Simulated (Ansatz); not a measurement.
# PbF2 (Fluorocronite): optical spectrum from first principles, part 2 of 2

Aim: the dielectric function of PbF2 (Fluorocronite), and the optical constants that follow from it. The cell comes from an older database entry, whose edges can differ from later determinations, mostly by under a per cent.

Ansatz 0.2.0; DFT, PBE, plane-wave PAW, default files, scalar-relativistic, independent-particle optical response without local fields.

So far. Step 2 (Ground state and bands): There is a gap, 4.42 eV on the path, so no carriers' term is needed. The cell is left with a pressure of 2.7 GPa, as it stands unrelaxed at this level.

The database entry behind the starting cell differs from later determinations by our own check (0.1 to 0.3 % short, probably kX units), so it need not match the best structure at ambient conditions.

### Step 3. Spectrum (continued)

From ε follow the optical constants at some laser and lamp lines:

```tsv
wavelength (nm)	n	k	R (%)	1/α
1064	1.95	0.000	10.3	over 1 mm
633	1.98	0.000	10.8	over 1 mm
532	2.00	0.000	11.1	over 1 mm
450	2.04	0.000	11.7	over 1 mm
405	2.07	0.000	12.2	over 1 mm
365	2.12	0.000	12.9	over 1 mm
308	2.26	0.000	14.9	over 1 mm
```

A film 1 µm thick would pass 80 % of daylight and look colourless in transmission (x = 0.314, y = 0.331).

The f-sum over the summed bands holds 19.7 of the cell's 28 electrons outside the frozen cores, 14 of which lie in bands more than 12 eV below the Fermi level, whose transitions come at higher energies. Up to 22 eV the strength has a mean oscillator energy of 9.7 eV, and these transitions give 88 % of ε∞ − 1 along x; the rest comes from higher ones.

### Step 4. Static response with local fields

Perturbation theory gives the static response with local fields and the functional's kernel, and it needs no empty bands.

This step: DFT, PBE, plane-wave PAW, default files, scalar-relativistic, static field response by perturbation theory with local fields (Ansatz 0.2.0).

Contents of input.yaml:

```yaml
crystal:
  lattice:
    - [0.0, 2.96366, 2.96366]
    - [2.96366, 0.0, 2.96366]
    - [2.96366, 2.96366, 0.0]
  atoms:
    - { symbol: Pb, position: [0.0, 0.0, 0.0] }
    - { symbol: F, position: [0.75, 0.75, 0.75] }
    - { symbol: F, position: [0.25, 0.25, 0.25] }
kpoints:
  mp_grid: { grid: [7, 7, 7] }
scf:
  occupations: { method: fixed }
hamiltonian:
  xc: pbe
  pseudopotentials: { kind: paw }
dielectric: {}
```

On the command line:

```
$ ansatz run input.yaml --threads 4 --pin off --max-ram 8192MiB --backend cpu --events-out ev --progress --plain --runs-dir out
```

Numbers of over 12 decimals in the logs are rounded to 6 here.

The log of the run:

```text
[...]
Crystal: 3 atoms, lattice volume = 52.061 Å³
Basis set: ecut = 420 eV, 965 PW (Γ), exchange–correlation on 60×60×60 points (8 copies of the dense FFT grid, shifted against one another)
Bands: 18, of which v1, the nominal top of the filled ones, is band 14 counted from 1 (13 counted from 0)
Symmetry: 48 space group operations
k-points: 40 of 343 (irreducible under 8 space group operations, time reversal used)
[...]
SCF iter   1: F=—  HF=-13524.696514 eV  |F-HF|=—  |Δ(HF+E_count)|=         —  Δρ=4.75e-4  dr2=5.21e-5  ethr=1.77e-3  ⟨swp⟩=5.0  Hψ=3077  notcnv=0  defer=70
[...]
SCF iter   8: F=-13524.695691 eV  HF=-13524.695691 eV  |F-HF|=3.46e-11  |Δ(HF+E_count)|=  2.55e-11  Δρ=3.96e-7  dr2=4.20e-11  ethr=1.00e-12  ⟨swp⟩=4.3  Hψ=2408  notcnv=0
SCF 1 converged in 8 iterations: F = -13524.695691 eV  dr2 = 4.20e-11
[...]
DFPT response loops at Γ: preconditioner auto → none (the input reference at scf.mixing.eps_inf says where Resta's filter doesn't serve); β = 0.50; Broyden in place of MSR1
SCF converged after 8 iterations
Free energy (F): -13524.695691 eV
[...]
Internal energy: -13524.695691 eV  (E = F + TS)
E sigma→0 (E₀):  -13524.695691 eV
Fermi energy:    5.019557 eV
[...]
--- Band table (eV; the first three rows and the last of 40) ---
  k-point 0: bands = [... 10 lower, 2.5482, 3.0424, 3.0424, 3.0424, 11.8065, 11.8065, 11.8065, 15.6757]
  k-point 1: bands = [... 10 lower, 2.5078, 3.0108, 3.0108, 3.5531, 11.1577, 11.9703, 11.9703, 16.7924]
  k-point 2: bands = [... 10 lower, 2.4205, 2.9397, 2.9397, 4.3711, 10.3989, 12.3454, 12.3454, 18.1007]
  k-point 39: bands = [... 10 lower, 2.5646, 3.3682, 3.4821, 5.0196, 10.8234, 11.3113, 12.6608, 15.2112]
--- Dielectric response (ions clamped): 1 representative field direction + reference, on 40 of 343 k-points (Σ response iterations 7) ---
  k mesh reduced under 8 symmetry operations, with k and −k counted as one. Each operation leaves every solved perturbation unchanged. A smaller set is not considered because the run solves the response to a homogeneous field
  ε∞ (high-frequency dielectric tensor):
        3.328709     0.000000     0.000000
        0.000000     3.328709     0.000000
       -0.000000     0.000000     3.328709
  Born effective charges Z* (e; rows j = field, columns β = displacement):
    site 0:
         3.19836   -0.00000    0.00000
         0.00000    3.19836    0.00000
         0.00000    0.00000    3.19836
    site 1:
        -1.59918    0.00000   -0.00000
        -0.00000   -1.59918   -0.00000
        -0.00000   -0.00000   -1.59918
    site 2:
        -1.59918    0.00000   -0.00000
        -0.00000   -1.59918   -0.00000
        -0.00000   -0.00000   -1.59918
  Z* charge neutrality: 5.269e-5 e pre-enforcement
  k-mesh period / interband length: 29.3 Å / 1.21 Å = 24.28 at k = (0.0000, 0.4286, 0.4286), direct gap 4.677 eV — 14 or more, which is no proof of convergence
```

The job ended after 3.1 s (4 threads of Arm Neoverse V2, shared host; peak memory 0.41 GiB; 11 s of CPU time).

Numbers from this step:

```
electronic dielectric constant ε∞, mean over x, y and z (by symmetry where fewer were run) : 3.329
```

ε∞ with local fields:

```
3.33 0.00 0.00
0.00 3.33 0.00
0.00 0.00 3.33
```

Diagonal elements. Born, by row:

```tsv
atom	Z*xx (e)	Z*yy (e)	Z*zz (e)
Pb1	3.198	3.198	3.198
F2	-1.599	-1.599	-1.599
F3	-1.599	-1.599	-1.599
```

Mean Born charges are Pb +3.20 and F -1.60, against formal valences of +2 and -1. That of Pb exceeds its valence by 60 %, the mark of charge moving along hybridised bonds as the atoms shift.

### Step 5. Summary of results

```yaml
gap_on_the_path: 4.42 eV
least_direct_gap_on_the_path: 4.57 eV
electronic_dielectric_constant_eps_infinity_mean_over_x_y_and_z_by_symmetry_where_fewer_were_run_independent_particles: 3.72
absorption_onset_first_axis_alpha_over_1e4_cm_minus1_or_the_direct_gap_if_that_lies_higher: 4.57 eV
main_peak_of_im_epsilon_first_axis: 7.83 eV
electronic_dielectric_constant_eps_infinity_mean_over_x_y_and_z_by_symmetry_where_fewer_were_run_static_response_with_local_fields: 3.33
```

At this level (PBE, independent particles) PbF2 has ε∞ = 3.72 (3.33 with local fields) and n = 1.94 at 1550 nm; absorption sets in near 4.6 eV, and Im ε peaks at 7.8 eV. The gap is indirect (4.42 eV), so absorption without phonons can begin only at the direct gap of 4.57 eV. Lines 0.1 eV wide carry a tail of absorption under the direct gap, past the threshold already at 4.52 eV. Absorption passes 10⁴ cm⁻¹ from the direct gap on, 4.57 eV, in the ultraviolet, so the visible is passed. Distinct maxima of Im ε, read by a parabola through the highest points, lie at 5.41 eV (7.4), 7.14 eV (6.6), 7.83 eV (8.1) and 9.44 eV (5.3). The f-sum over the summed bands holds 19.7 of the cell's 28 electrons outside the frozen cores, 14 of which lie in bands more than 12 eV below the Fermi level, whose transitions come at higher energies. Up to 22 eV the strength has a mean oscillator energy of 9.7 eV, and these transitions give 88 % of ε∞ − 1 along x; the rest comes from higher ones. A film 1 µm thick would pass 80 % of daylight and look colourless in transmission (x = 0.314, y = 0.331). With local fields and the functional's kernel the static response is 3.33 against 3.72 for independent particles (-11 %). In the base spectrum excitons and phonon-assisted transitions are missing, and so are local fields; PBE gaps are as a rule too small, which pulls the onset down and ε∞ up, while the missing spin-orbit coupling works the other way with such heavy atoms. In the base run ε includes the program's bounded estimate of what the bands above those summed add. Spin-orbit coupling is left out although heavy atoms are present.

[Logs are printed without paths, hosts, clocks, repeated set-up lines and the standing remarks that a program may print on its own settings, such as how far it seeks lower states.]

[Hosts, paths, dates, database ids (printed as entryN), source tags and the programs' standing remarks are cut or masked in the printed files.]
